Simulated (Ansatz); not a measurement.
## How many bands does the GW gap of GeH5CBr3N2 (CH(NH2)2GeBr3) need?

How do accuracy and time trade against each other in G0W0 on GeH5CBr3N2 (CH(NH2)2GeBr3)?

Calculated with Ansatz 0.2.0; G0W0 on PBE, plane waves, PAW; PAW set soft_1.

The structure was built from a prototype and need not be the compound's stable phase.

## 1. Set-up

The cell holds 12 atoms: 1 C, 5 H, 2 N, 1 Ge and 3 Br. Its edges and angles: a = 5.960 Å, b = 5.862 Å, c = 5.957 Å, α = 89.0°, β = 80.4°, γ = 91.1°. It derives from Br3C1Ge1H5N2.

The structure was relaxed with PBE-D3(BJ). The runs that relaxed it are not among those shown.

## 2. 174 empty bands, screening to 52 eV

Now the one-shot GW correction: screening in the RPA, then the self-energy of the levels asked for. This step takes PAW set soft_1 files.

The input, input.yaml:

```yaml
crystal:
  lattice:
    - [5.9391948117, -0.0595617958, 0.4977235936]
    - [-0.0595617958, 5.8618311573, 0.0555080471]
    - [0.4977235936, 0.0555080471, 5.9358539308]
  atoms:
    - { symbol: C, position: [-0.0282097529, 0.9336048226, 0.0277765727] }
    - { symbol: H, position: [-0.09429818, 0.7665189356, 0.0936635303] }
    - { symbol: "N", position: [0.8808375156, 0.027105022, 0.863711942] }
    - { symbol: "N", position: [0.1362153539, 0.0268250514, 0.118589968] }
    - { symbol: H, position: [0.7547376751, 0.9432008455, -0.2003769383] }
    - { symbol: H, position: [0.20025202, 0.9427904704, 0.244529105] }
    - { symbol: H, position: [0.9360708792, 0.1810852635, 0.7875393173] }
    - { symbol: H, position: [0.2124702223, 0.1808465556, 1.0635853828] }
    - { symbol: Ge, position: [0.4752761125, 0.5297811285, 0.5241445256] }
    - { symbol: Br, position: [0.4690200572, 0.5099244935, -0.048610243] }
    - { symbol: Br, position: [0.508229185, -0.0363100272, 0.4917525963] }
    - { symbol: Br, position: [0.0482669867, 0.50987784, 0.5307573537] }
kpoints:
  mp_grid: { grid: [4, 4, 4] }
hamiltonian:
  xc: pbe
  pseudopotentials: { kind: paw, azcp: { folder: soft_1 } }
scf:
  occupations: { method: fixed }
gw:
  n_empty_bands: 174
  ecut_chi: 52
  qp_bands: [v4, c4]
  qp_kpoints: band_edges
  screening: { model: contour_deformation }
```

Run with:

```console
$ ansatz run input.yaml --threads 2 --pin off --max-ram 92160MiB --backend cuda --events-out ev --progress --plain --runs-dir out --devices 1 --max-vram 13GiB
```

Numbers of over 12 decimals in the logs are rounded to 6 here.

Output:

```text
GPUs: using 1 of 1 available (devices: 1).
Engine: ansatz 0.2.0, x86_64-unknown-linux-gnu
Pseudopotentials: kind: paw
Pseudopotential: C, paw, valence charge 4, recommended cutoff 420 eV (normal), soft_1/C.paw.azcp
Pseudopotential: H, paw, valence charge 1, recommended cutoff 420 eV (normal), soft_1/H.paw.azcp
Pseudopotential: N, paw, valence charge 5, recommended cutoff 420 eV (normal), soft_1/N.paw.azcp
Pseudopotential: Ge, paw, valence charge 14, recommended cutoff 420 eV (normal), soft_1/Ge.paw.azcp
Pseudopotential: Br, paw, valence charge 7, recommended cutoff 420 eV (normal), soft_1/Br.paw.azcp
Functional definition: PBE
  parameter kappa = 0.804
  parameter beta = 0.066725
  exchange = pbe_x(kappa = kappa, mu = beta*pi^2/3)
  correlation = pbe_c(beta = beta)
device memory: the entry about to start is reckoned to put 1.8 GiB on a device that reports 47.3 GiB free (of which the cap on the GPU budget leaves the run 13.0 GiB)
GPU FFT provider: cuFFT
GPU libraries: cuBLAS 13.8.2, cuFFT 12.4.0, cuSOLVER 12.3.4
Crystal: 12 atoms, lattice volume = 205.159 Å³
Basis set: ecut = 420 eV, 3999 PW (Γ)
Bands: 39, of which v1, the nominal top of the filled ones, is band 27 counted from 1 (26 counted from 0)
Symmetry: 1 space group operations
Space group: P1 (ITA 1), of the structure as read, at distance tolerance 5.9e-5 Å
k-points: 36 of 64 (time reversal used)
Non-local potential: C, projectors of the file, l = 0: 2, l = 1: 2, l = 2: 1
Non-local potential: H, projectors of the file, l = 0: 2, l = 1: 1
Non-local potential: N, projectors of the file, l = 0: 2, l = 1: 2, l = 2: 1
Non-local potential: Ge, projectors of the file, l = 0: 2, l = 1: 2, l = 2: 3, l = 3: 1
Non-local potential: Br, projectors of the file, l = 0: 2, l = 1: 2, l = 2: 2
PAW form: soft (Blöchl's): semilocal exchange-correlation on the pseudo side does not see the compensation charge
PAW one-centre angular grid: C, 110 points (default); XC on 64 Gauss nodes
PAW one-centre angular grid: H, 110 points (default); XC on 64 Gauss nodes
PAW one-centre angular grid: N, 110 points (default); XC on 64 Gauss nodes
PAW one-centre angular grid: Ge, 590 points (default); XC on 64 Gauss nodes
PAW one-centre angular grid: Br, 110 points (default); XC on 64 Gauss nodes
Initial density: superposition of atomic densities (chi_scale 0.1, normalization cell), built separately for each of the 2 bonded fragments (scf.initial_density.interfragment_charge_transfer: auto; true builds it for the cell as a whole; a typed value also counts as a typed key of the start: scf.initial_density.chi_scale says what that changes, if anything)
Initial wavefunctions: pseudopotential atomic-orbital guess
GPU buffer pool allocated for 64000 grid points (all kernels)
GPU transforms: local potential and band sums: pruned to the plane-wave sphere, on 40×40×40
Functional: x = pbe(κ = 0.804, μ = 0.219515), c = pbe(β = 0.066725)
SCF iter   1: F=—  HF=-13750.871479 eV  |F-HF|=—  |Δ(HF+E_count)|=         —  Δρ=7.18e-2  dr2=9.49e0  ethr=3.10e-3  ⟨swp⟩=4.5  Hψ=5157  notcnv=0  defer=345
preconditioner: auto → Resta (q_TF=auto, 2.184 Å⁻¹)  ε∞=2.8  [insulator: Δε(μ)=2.168 eV  Ē_g=12.271 eV  n_scr=32 (ndim 8)  ℏωp=16.4 eV  f_vac=0.035  ε∞_Penn≈2.8]
SCF iter   2: F=—  HF=-13748.256850 eV  |F-HF|=—  |Δ(HF+E_count)|=    2.61e0  Δρ=3.13e-2  dr2=1.30e0  ethr=3.10e-3  ⟨swp⟩=3.0  Hψ=2923  notcnv=0  defer=339
SCF iter   3: F=—  HF=-13747.955727 eV  |F-HF|=—  |Δ(HF+E_count)|=   3.01e-1  Δρ=1.15e-2  dr2=2.11e-1  ethr=2.40e-3  ⟨swp⟩=2.0  Hψ=2319  notcnv=0  defer=345
SCF iter   4: F=—  HF=-13747.932668 eV  |F-HF|=—  |Δ(HF+E_count)|=   2.31e-2  Δρ=2.56e-3  dr2=1.18e-2  ethr=3.91e-4  ⟨swp⟩=2.3  Hψ=2023  notcnv=0  defer=360
SCF iter   5: F=—  HF=-13747.939429 eV  |F-HF|=—  |Δ(HF+E_count)|=   6.76e-3  Δρ=8.69e-4  dr2=1.66e-3  ethr=2.19e-5  ⟨swp⟩=2.0  Hψ=2179  notcnv=0  defer=360
SCF iter   6: F=—  HF=-13747.941309 eV  |F-HF|=—  |Δ(HF+E_count)|=   1.88e-3  Δρ=2.96e-4  dr2=2.17e-4  ethr=3.08e-6  ⟨swp⟩=2.0  Hψ=2237  notcnv=0  defer=360
SCF iter   7: F=—  HF=-13747.941322 eV  |F-HF|=—  |Δ(HF+E_count)|=   1.29e-5  Δρ=7.89e-5  dr2=1.39e-5  ethr=4.03e-7  ⟨swp⟩=2.0  Hψ=2246  notcnv=0  defer=356
SCF iter   8: F=—  HF=-13747.941352 eV  |F-HF|=—  |Δ(HF+E_count)|=   3.00e-5  Δρ=3.78e-5  dr2=3.47e-6  ethr=2.58e-8  ⟨swp⟩=2.0  Hψ=2211  notcnv=0  defer=306
SCF iter   9: F=—  HF=-13747.941353 eV  |F-HF|=—  |Δ(HF+E_count)|=   1.66e-6  Δρ=2.16e-5  dr2=9.72e-7  ethr=6.43e-9  ⟨swp⟩=2.0  Hψ=1928  notcnv=0  defer=309
SCF iter  10: F=-13747.941353 eV  HF=-13747.941353 eV  |F-HF|=7.06e-8  |Δ(HF+E_count)|=   2.84e-8  Δρ=3.85e-6  dr2=4.13e-8  ethr=1.85e-10  ⟨swp⟩=11.4  Hψ=8070  notcnv=0
SCF 1 converged in 10 iterations: F = -13747.941353 eV  dr2 = 4.13e-8
  greatest PAW one-centre occupation: 0.998 electrons in one spin orbital (limit 2), on the Ge atom at site 8 (counted from 0), in its partial waves of l = 2
device memory: the entry about to start is reckoned to put 2.2 GiB (of the 2.4 GiB reckoned in all, the device holds 0.2 GiB already) on a device that reports 47.8 GiB free (of which the cap on the GPU budget leaves the run 12.9 GiB)
NSCF: frozen V_eff on 36 k-points
[...]
eigenvalues of the whole cell's RPA ε∞ on this k-mesh (on a slab, of 1 + 4πα/V) = 3.3307, 4.1115, 4.1332; static W/v taken at q = 0 is 0.259973
  gw.qp_kpoints: band_edges: 26 of 36 stored k-points solved, in 2 passes; an edge of the gap read off the rows below is read off those points alone
    valence top: of the k-points left out ik 11 came nearest to being solved in a further pass, in band 27 (counted from 1, as in the quasiparticle table): it holds the edge there only if its correction is more favourable than any solved in that band by at least 0.854 eV; those differ by 0.373 eV
    conduction bottom: of the k-points left out ik 11 came nearest to being solved in a further pass, in band 28 (counted from 1, as in the quasiparticle table): it holds the edge there only if its correction is more favourable than any solved in that band by at least 1.162 eV; those differ by 1.134 eV
  `?` marks the rows in doubt; gw_qp.tsv's column doubts and the gw_qp event give each row's grounds
    ik  band        ε_KS         Σx   Σc(E_QP)       V_xc       Z   E_QP_lin       E_QP  E_QP is
     0    24      0.3199   -19.2803     2.9830   -15.4087  0.7525    -0.5908    -0.5687  root
     0    25      0.4651   -19.3384     2.9766   -15.4592  0.7550    -0.4596    -0.4375  root
     0    26      0.4843   -19.2900     2.9594   -15.4291  0.7549    -0.4393    -0.4173  root
     0    27      0.9200   -19.1350     2.6784   -15.6642  0.7577     0.1118     0.1277  root
     0    28      5.3625    -8.6568    -3.5954   -14.1582  0.7921     7.3698     7.2685  root ?
     0    29      6.3427    -5.3086    -3.4215    -9.4533  0.8161     7.0753     7.0658  root
     0    30      7.0247    -8.6787    -3.9550   -13.6125  0.7506     8.0454     8.0034  root
     0    31      7.3390    -9.2668    -4.1683   -14.4334  0.7259     8.3790     8.3373  root
     2    24      0.3423   -19.2903     2.9918   -15.3921  0.7550    -0.5865    -0.5642  root
     2    25      0.4239   -19.1288     3.0004   -15.2040  0.7530    -0.5248    -0.5005  root
     2    26      0.5655   -19.4798     2.9888   -15.6074  0.7569    -0.3385    -0.3181  root
     2    27      0.9590   -18.1847     2.1204   -15.4240  0.7623     0.3097     0.3188  root
     2    28      4.7902    -8.4608    -3.2128   -12.5084  0.7834     5.6384     5.6249  root
     2    29      5.4002    -8.9307    -3.6298   -14.5107  0.7904     7.4629     7.3505  root ?
     2    30      7.0206    -8.9021    -3.9575   -13.8578  0.7482     8.0590     8.0188  root
     2    31      7.1100    -8.6384    -3.9427   -13.5237  0.7456     8.0886     8.0526  root
     5    24      0.3369   -19.1612     2.9472   -15.3126  0.7547    -0.5869    -0.5646  root
     5    25      0.5216   -19.4468     3.0199   -15.5384  0.7561    -0.3879    -0.3669  root
     5    26      0.5903   -19.3129     2.9466   -15.4696  0.7559    -0.3279    -0.3064  root
     5    27      1.1787   -17.9841     1.9418   -15.4554  0.7660     0.5848     0.5918  root
     5    28      4.6369    -8.3756    -3.1553   -12.3392  0.7858     5.4572     5.4451  root
     5    29      5.4368    -9.0741    -3.6498   -14.6998  0.7891     7.5330     7.4127  root ?
     5    30      5.8560    -9.0233    -3.5076   -13.4460  0.7687     6.7949     6.7711  root
     5    31      6.9167    -8.6735    -3.8648   -13.4923  0.7523     7.9066     7.8707  root
     7    24      0.4094   -19.0480     3.0252   -15.0824  0.7528    -0.5561    -0.5310  root
     7    25      0.4182   -19.2153     2.8055   -15.5859  0.7551    -0.4239    -0.4057  root
     7    26      0.7653   -20.2589     3.0346   -16.4170  0.7614    -0.0573    -0.0419  root
[...]
7    29      5.5326    -9.2594    -3.7316   -15.0288  0.7871     7.7140     7.5704  root ?
[...]
8    29      5.4807    -9.1111    -3.6477   -14.6656  0.7868     7.4949     7.3874  root ?
[...]
9    30      5.4822    -9.2223    -3.6833   -14.9183  0.7878     7.6279     7.4949  root ?
[...]
12    29      5.3594    -8.8364    -3.6274   -14.4054  0.7910     7.4107     7.3009  root ?
[...]
16    29      5.3525    -8.8113    -3.6016   -14.3074  0.7906     7.3474     7.2470  root ?
[...]
18    29      5.4810    -9.1109    -3.6473   -14.6640  0.7868     7.4940     7.3868  root ?
[...]
24    29      5.3977    -9.0091    -3.6162   -14.5375  0.7891     7.4152     7.3099  root ?
[...]
26    29      5.3993    -8.9285    -3.6293   -14.5076  0.7904     7.4614     7.3491  root ?
[...]
27    29      5.3589    -8.8354    -3.6271   -14.4040  0.7910     7.4100     7.3003  root ?
[...]
28    30      5.3279    -8.7602    -3.6363   -14.3393  0.7915     7.3800     7.2705  root ?
[...]
29    29      5.4365    -9.0736    -3.6495   -14.6987  0.7891     7.5323     7.4121  root ?
[...]
30    29      5.3985    -9.0106    -3.6175   -14.5428  0.7891     7.4190     7.3132  root ?
[...]
31    30      5.3452    -8.8520    -3.6225   -14.4086  0.7907     7.3876     7.2794  root ?
[...]
32    29      5.3522    -8.8114    -3.6019   -14.3094  0.7907     7.3489     7.2483  root ?
[...]
33    30      5.4827    -9.2240    -3.6832   -14.9199  0.7878     7.6284     7.4954  root ?
[...]
34    31      5.6275    -8.9834    -3.4575   -13.5511  0.7763     6.7694     6.7377  root
    35    24      0.6784   -19.6503     2.9141   -15.8760  0.7595    -0.2004    -0.1819  root
    35    25      0.7970   -19.6162     2.9364   -15.8013  0.7582    -0.1013    -0.0816  root
    35    26      0.7982   -19.3677     2.9015   -15.5818  0.7569    -0.1068    -0.0863  root
    35    27      2.0163   -17.5675     1.3835   -15.7649  0.7763     1.5947     1.5973  root
    35    28      4.1635    -8.1831    -3.0377   -11.9974  0.7939     4.9503     4.9402  root
    35    29      4.2720    -7.8269    -3.0896   -11.6405  0.7902     5.0049     4.9961  root
    35    30      4.4256    -8.2373    -3.0721   -12.0578  0.7891     5.1836     5.1740  root
    35    31      5.3790    -8.9709    -3.6430   -14.5878  0.7897     7.4712     7.3529  root ?
[key lines of the parts left out:]
SCF converged after 10 iterations
Free energy (F): -13747.941353 eV
Fermi energy:    2.016341 eV
```

Elapsed: 53 s, on 1 × NVIDIA H100 80GB HBM3 (shared by 6 runs) with 2 threads of AMD EPYC 7R13 (Zen 3), shared host; peak memory 1.8 GiB.

Numbers from this step:

- bands summed: 201
- RPA ε∞ on this mesh (eigenvalues): 3.331, 4.111, 4.133
- plane waves in the screening matrix: 175
- q-points in the mesh: 64
- G0W0 gap on the mesh: 3.343 eV
- k of the valence top: -0.5, -0.5, -0.5
- k of the conduction bottom: -0.5, -0.5, -0.5
- starting gap on the mesh: 2.147 eV
- Z at the valence top: 0.7763
- Z at the conduction bottom: 0.7939
- least direct G0W0 gap on the computed points: 3.343 eV

The gap on the mesh goes from 2.15 eV to 3.34 eV, a correction of +1.20 eV. Between the two edge states, bare exchange in place of the xc potential would open the gap by 5.62 eV, and correlation takes back 4.42 eV.

## 3. 690 empty bands, screening to 130 eV

Bands and screening cutoff are moved together, since each hides the error of the other.

Edit input.yaml of step 2 so:

```diff
@@ -26,4 +26,4 @@
 gw:
-  n_empty_bands: 174
-  ecut_chi: 52
+  n_empty_bands: 690
+  ecut_chi: 130.0
   qp_bands: [v4, c4]
```

Output:

```text
GPUs: using 1 of 1 available (devices: 1).
[...]
GPU FFT provider: cuFFT
GPU libraries: cuBLAS 13.8.2, cuFFT 12.4.0, cuSOLVER 12.3.4
Crystal: 12 atoms, lattice volume = 205.159 Å³
Basis set: ecut = 420 eV, 3999 PW (Γ)
Bands: 39, of which v1, the nominal top of the filled ones, is band 27 counted from 1 (26 counted from 0)
[... 1 set-up line as in the run before ...]
[...]
k-points: 36 of 64 (time reversal used)
[...]
GPU buffer pool allocated for 64000 grid points (all kernels)
[...]
SCF iter   1: F=—  HF=-13750.871479 eV  |F-HF|=—  |Δ(HF+E_count)|=         —  Δρ=7.18e-2  dr2=9.49e0  ethr=3.10e-3  ⟨swp⟩=4.5  Hψ=5157  notcnv=0  defer=345
[...]
SCF iter  10: F=-13747.941353 eV  HF=-13747.941353 eV  |F-HF|=7.06e-8  |Δ(HF+E_count)|=   2.84e-8  Δρ=3.85e-6  dr2=4.13e-8  ethr=1.85e-10  ⟨swp⟩=11.4  Hψ=8070  notcnv=0
SCF 1 converged in 10 iterations: F = -13747.941353 eV  dr2 = 4.13e-8
[...]
NSCF: frozen V_eff on 36 k-points
[...]
G₀W₀ screening: q 1/36
[... further progress lines ...]
SCF converged after 10 iterations
Free energy (F): -13747.941353 eV
[...]
Internal energy: -13747.941353 eV  (E = F + TS)
E sigma→0 (E₀):  -13747.941353 eV
Fermi energy:    2.016341 eV
[...]
--- Band table (eV; the first three rows and the last of 36) ---
  k-point 0: bands = [... 23 lower, 0.3199, 0.4651, 0.4843, 0.9200, 5.3625, 6.3427, 7.0247, 7.3390, ... 8 higher]
  k-point 1: bands = [... 23 lower, 0.3065, 0.3996, 0.5245, 0.9146, 5.3859, 5.9026, 6.7633, 7.1339, ... 8 higher]
  k-point 2: bands = [... 23 lower, 0.3423, 0.4239, 0.5655, 0.9590, 4.7902, 5.4002, 7.0206, 7.1100, ... 8 higher]
  k-point 35: bands = [... 23 lower, 0.6784, 0.7970, 0.7982, 2.0163, 4.1635, 4.2720, 4.4256, 5.3790, ... 8 higher]
[...]
0    24      0.3199   -19.2803     2.5949   -15.4087  0.7469    -1.0075    -0.9569  root
     0    25      0.4651   -19.3384     2.5806   -15.4592  0.7494    -0.8844    -0.8335  root
     0    26      0.4843   -19.2900     2.5664   -15.4291  0.7492    -0.8607    -0.8103  root
     0    27      0.9200   -19.1350     2.2663   -15.6642  0.7516    -0.3254    -0.2846  root
     0    28      5.3625    -8.6568    -4.0561   -14.1582  0.7823     6.8521     6.8078  root
     0    29      6.3427    -5.3086    -3.6001    -9.4533  0.8135     6.8924     6.8872  root
     0    30      7.0247    -8.6787    -4.3097   -13.6125  0.7468     7.6656     7.6487  root
     0    31      7.3390    -9.2668    -4.5564   -14.4334  0.7220     7.9684     7.9492  root
[...]
35    28      4.1635    -8.1831    -3.3506   -11.9974  0.7913     4.6305     4.6272  root
    35    29      4.2720    -7.8269    -3.3713   -11.6405  0.7880     4.7175     4.7144  root
    35    30      4.4256    -8.2373    -3.3708   -12.0578  0.7866     4.8785     4.8753  root
    35    31      5.3790    -8.9709    -4.1178   -14.5878  0.7795     6.9273     6.8781  root
```

Elapsed: 5.4 min, on 1 × NVIDIA H100 80GB HBM3 (shared by 6 runs) with 2 threads; peak memory 5.6 GiB.

This step gave:

```
bands summed                                 : 717
RPA ε∞ on this mesh (eigenvalues)            : 3.316, 4.068, 4.093
plane waves in the screening matrix          : 695
q-points in the mesh                         : 64
G0W0 gap on the mesh                         : 3.527 eV
k of the valence top                         : -0.5, -0.5, -0.5
k of the conduction bottom                   : -0.5, -0.5, -0.5
starting gap on the mesh                     : 2.147 eV
Z at the valence top                         : 0.7706
Z at the conduction bottom                   : 0.7913
least direct G0W0 gap on the computed points : 3.527 eV
```

Against the run with 4×4×4 mesh, 174 empty bands, screening to 52 eV, PAW set soft_1 files, the gap moves by +0.18 eV.

## 4. Convergence and cost

Times are wall times on 1 × NVIDIA H100 80GB HBM3 (shared by 6 runs) with 2 threads of AMD EPYC 7R13 (Zen 3), shared host, good to a factor of about two.

```csv
mesh,files,frequency,bands summed,cutoff (eV),start (eV),G0W0 (eV),time,host memory (GiB)
4×4×4,PAW set soft_1,contour deformation,201,52,2.147,3.343,53 s,1.8
4×4×4,PAW set soft_1,contour deformation,717,130,2.147,3.527,5.4 min,5.6
```

The parts of the quasiparticle energy at the two band edges (eV; QP = start + Σx + Σc − Vxc):

```csv
run,edge,start,Σx,Σc,Vxc,Z,QP
201 bands,valence top,2.02,-17.57,1.38,-15.76,0.78,1.60
201 bands,conduction bottom,4.16,-8.18,-3.04,-12.00,0.79,4.94
717 bands,valence top,2.02,-17.57,0.89,-15.76,0.77,1.10
717 bands,conduction bottom,4.16,-8.18,-3.35,-12.00,0.79,4.63
```

## 5. What came out

| Property | Result |
| --- | --- |
| 201 bands, 52 eV | 3.343 eV |
| 717 bands, 130 eV | 3.527 eV |
| estimated limit in bands and cutoff | 3.60 eV |
| mesh and start | 4×4×4, PBE |

In words: A line in one over the bands through the two rungs gives 3.60 eV, +0.07 eV from the top rung; with two points alone it is an unchecked estimate. The rungs stand 0.26 eV (201 bands) and 0.07 eV (717 bands) from it. From 201 to 717 bands the gap moves by +0.18 eV while the time grows 6.1-fold. Σc changes by −0.50 eV at the valence top and −0.31 eV at the conduction bottom, so the levels themselves move more than the gap between them. The many-body steps are scalar-relativistic: spin-orbit coupling is not in them.

[Paths, hosts, dates, memory and timing lines, banners, echoed tables and standing remarks are left out of the program output.]

[Logs are printed without paths, hosts, clocks, repeated set-up lines and the standing remarks that a program may print on its own settings, such as how far it seeks lower states.]

[Runs of the session that timed out or met a known fault of the program may be left out.]

[Cells called generated may have been cut or substituted from an entry of the Crystallography Open Database or the Materials Project.]

[Hosts, paths, dates, database ids (printed as entryN), source tags and the programs' standing remarks are cut or masked in the printed files.]
